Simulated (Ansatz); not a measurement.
# How SnSe2 absorbs and reflects light, part 2 of 2

Wanted: where SnSe2 starts to absorb, how strongly, and its refractive index.

Ansatz 0.2.0; DFT, PBE, plane-wave PAW, default files, scalar-relativistic, independent-particle optical response without local fields.

So far, electronic dielectric constant ε∞, mean over x, y and z (by symmetry where fewer were run): step 3 (spectrum) 11.5.

## (4) Static response with local fields

Perturbation theory gives the static response with local fields and the functional's kernel, and it needs no empty bands.

This step: DFT, PBE, plane-wave PAW, default files, scalar-relativistic, static field response by perturbation theory with local fields (Ansatz 0.2.0).

The input, input.yaml:

```yaml
crystal:
  lattice:
    - [3.811, 0.0, 0.0]
    - [-1.9055, 3.3004228138, 0.0]
    - [0.0, 0.0, 6.136]
  atoms:
    - { symbol: Sn, position: [0.0, 0.0, 0.0] }
    - { symbol: Se, position: [0.6666666667, 0.3333333333, 0.751] }
    - { symbol: Se, position: [0.3333333333, 0.6666666667, 0.249] }
kpoints:
  mp_grid: { grid: [7, 7, 4] }
scf:
  occupations: { method: fixed }
hamiltonian:
  xc: pbe
  pseudopotentials: { kind: paw }
dielectric: {}
```

Launch:

```
> ansatz run input.yaml --threads 4 --pin off --max-ram 8192MiB --backend cpu --events-out ev --progress --plain --runs-dir out
```

Numbers of over 12 decimals in the logs are rounded to 6 here.

Log:

```text
[...]
Crystal: 3 atoms, lattice volume = 77.178 Å³
Basis set: ecut = 420 eV, 1485 PW (Γ), exchange–correlation on 54×54×90 points (8 copies of the dense FFT grid, shifted against one another)
Bands: 28, of which v1, the nominal top of the filled ones, is band 23 counted from 1 (22 counted from 0)
Symmetry: 12 space group operations
k-points: 60 of 196 (irreducible under 2 space group operations, time reversal used)
[...]
SCF iter   1: F=—  HF=-16963.271524 eV  |F-HF|=—  |Δ(HF+E_count)|=         —  Δρ=1.54e-3  dr2=2.71e-3  ethr=1.77e-3  ⟨swp⟩=5.0  Hψ=6137  notcnv=0  defer=175
[...]
SCF iter   8: F=-16963.270383 eV  HF=-16963.270383 eV  |F-HF|=5.09e-11  |Δ(HF+E_count)|=   2.96e-9  Δρ=3.05e-7  dr2=6.35e-11  ethr=1.00e-12  ⟨swp⟩=7.5  Hψ=7640  notcnv=0
SCF 1 converged in 8 iterations: F = -16963.270383 eV  dr2 = 6.35e-11
[...]
DFPT response loops at Γ: preconditioner auto → Resta (q_TF=auto, 2.503 Å⁻¹)  ε∞=8.6 (no band partly filled); β = 1.00, the filter's whole step (`scf.mixing.beta` (0.50) is not read by the response loops at its default; to damp them type it under 1.00, their step now; it binds the ground state too); Broyden in place of MSR1
── the response to a field inside a basis, on 14×14×8 k-points: an SCF that follows is theirs, and a resumed run solves both again ──
Bands: 24, of which v1, the nominal top of the filled ones, is band 23 counted from 1 (22 counted from 0)
k-points: 420 of 1568 (irreducible under 4 space group operations)
[...]
Eigensolver: Dense (420 Hₖ)
SCF iter   1: F=—  HF=-16963.265391 eV  |F-HF|=—  |Δ(HF+E_count)|=         —  Δρ=1.37e-4  dr2=1.34e-5  ethr=1.00e-1
[...]
SCF iter   4: F=-16963.265393 eV  HF=-16963.265393 eV  |F-HF|=2.73e-8  |Δ(HF+E_count)|=   2.87e-7  Δρ=4.96e-6  dr2=1.56e-8  ethr=1.13e-9
SCF 1 converged in 4 iterations: F = -16963.265393 eV  dr2 = 1.56e-8
[...]
SCF converged after 8 iterations
Free energy (F): -16963.270383 eV
[...]
Internal energy: -16963.270383 eV  (E = F + TS)
E sigma→0 (E₀):  -16963.270383 eV
Fermi energy:    8.106144 eV
[...]
--- Band table (eV; the first three rows and the last of 60) ---
  k-point 0: bands = [... 19 lower, 7.4156, 7.7214, 7.7214, 8.1061, 9.2098, 11.0659, 12.7591, 12.7591, ... 1 higher]
  k-point 1: bands = [... 19 lower, 7.3628, 7.3628, 7.8049, 7.8049, 10.0605, 11.0715, 12.6202, 12.6202, ... 1 higher]
  k-point 2: bands = [... 19 lower, 7.3251, 7.3251, 7.8743, 7.8743, 10.5656, 11.0373, 12.4888, 12.4888, ... 1 higher]
  k-point 59: bands = [... 19 lower, 5.1436, 5.5329, 6.9829, 7.8043, 10.1262, 12.6638, 13.6546, 13.8440, ... 1 higher]
--- Dielectric response (ions clamped): 3 representative field directions + reference, inside a basis on a mesh of 1568 k-points (Σ response iterations 18) ---
  ε∞ (high-frequency dielectric tensor):
       11.092942     0.000000     0.000000
        0.000000    11.092942     0.000000
        0.000000    -0.000000     8.628534
  Born effective charges Z* (e; rows j = field, columns β = displacement):
    site 0:
         5.09564   -0.00000    0.00000
        -0.00000    5.09564   -0.00000
         0.00000   -0.00000    1.86340
    site 1:
        -2.54782   -0.00000   -0.00000
        -0.00000   -2.54782    0.00000
        -0.00000    0.00000   -0.93170
    site 2:
        -2.54782    0.00000   -0.00000
         0.00000   -2.54782    0.00000
        -0.00000    0.00000   -0.93170
  Z* charge neutrality: 1.091e-3 e pre-enforcement
  solved inside a basis spanned on kpoints, on 14×14×8 k-points, its susceptibility summed on 16×16×10: ε∞ is read to err by 5.1e-2, Z* by 3.3e-2 e (field_mesh: kpoints solves on kpoints); Z* is corrected for what the basis lacks
```

It took 72 s on 4 threads of Intel Xeon Platinum 8488C (Sapphire Rapids), shared host; peak memory 2.7 GiB.

Numbers from this step:

- electronic dielectric constant ε∞, mean over x, y and z (by symmetry where fewer were run): 10.27

ε∞ with local fields:

```
11.09  0.00  0.00
 0.00 11.09  0.00
 0.00  0.00  8.63
```

Diagonal elements. Born, by row:

| atom | Z*xx (e) | Z*yy (e) | Z*zz (e) |
| --- | --- | --- | --- |
| Sn1 | 5.096 | 5.096 | 1.863 |
| Se2 | -2.548 | -2.548 | -0.932 |
| Se3 | -2.548 | -2.548 | -0.932 |

The principal values of the ε∞ with local fields are 8.63, 11.09 and 11.09.

## (5) What came out

| Item | Value |
| --- | --- |
| gap on the path | 0.734 eV |
| least direct gap on the path | 1.10 eV |
| electronic dielectric constant ε∞, mean over x, y and z (by symmetry where fewer were run) (independent particles) | 11.5 |
| absorption onset, first axis (α over 10⁴ cm⁻¹, or the direct gap if that lies higher) | 1.24 eV |
| main peak of Im epsilon, first axis | 3.88 eV |
| centre of weight of the strongest loss peak in the window, first axis | 17.4 eV |
| photocurrent from vertical transitions in a film 500 nm thick on a perfect mirror (two passes), AM1.5G, no front reflection, all carriers collected | 39.6 mA/cm² |
| electronic dielectric constant ε∞, mean over x, y and z (by symmetry where fewer were run) (static response with local fields) | 10.3 |

In words: At this level (PBE, independent particles) SnSe2 has a mean ε∞ = 11.5 (10.3 with local fields) and n = 3.53 at 1550 nm (E ∥ x); absorption sets in near 1.2 eV, and Im ε peaks at 3.9 eV (E ∥ x). The gap is indirect (0.73 eV), so absorption without phonons can begin only at the direct gap of 1.10 eV. The absorption coefficient passes 10⁴ cm⁻¹ at 1.24 eV, in the infrared, so it absorbs across the visible. The strongest loss structure up to 22 eV has its centre of weight at 17.4 eV; a free-electron gas of the 23.8 electrons in the f-sum would put its plasmon at 20.6 eV. Distinct maxima of Im ε, read by a parabola through the highest points, lie at 2.46 eV (7.0), 3.88 eV (18), 4.93 eV (17) and 8.46 eV (5.2) for E ∥ x or y. The f-sum over the summed bands holds 23.8 of the cell's 46 electrons outside the frozen cores, 34 of which lie in bands more than 12 eV below the Fermi level, whose transitions come at higher energies. Up to 22 eV the strength has a mean oscillator energy of 5.1 eV, well above the main peak, so higher transitions carry much of it. A polished face would reflect 35 % of daylight and look grey (CIE x = 0.323, y = 0.341 under D65). With local fields and the functional's kernel the static response is 10.3 against 11.5 for independent particles (-11 %). In the base spectrum excitons and phonon-assisted transitions are missing, and so are local fields; PBE gaps are as a rule too small, which pulls the onset down and ε∞ up. In the base run ε includes the program's bounded estimate of what the bands above those summed add. Spin-orbit coupling is left out although heavy atoms are present.

[Logs are printed without paths, hosts, clocks, repeated set-up lines and the standing remarks that a program may print on its own settings, such as how far it seeks lower states.]

[Hosts, paths, dates, database ids (printed as entryN), source tags and the programs' standing remarks are cut or masked in the printed files.]
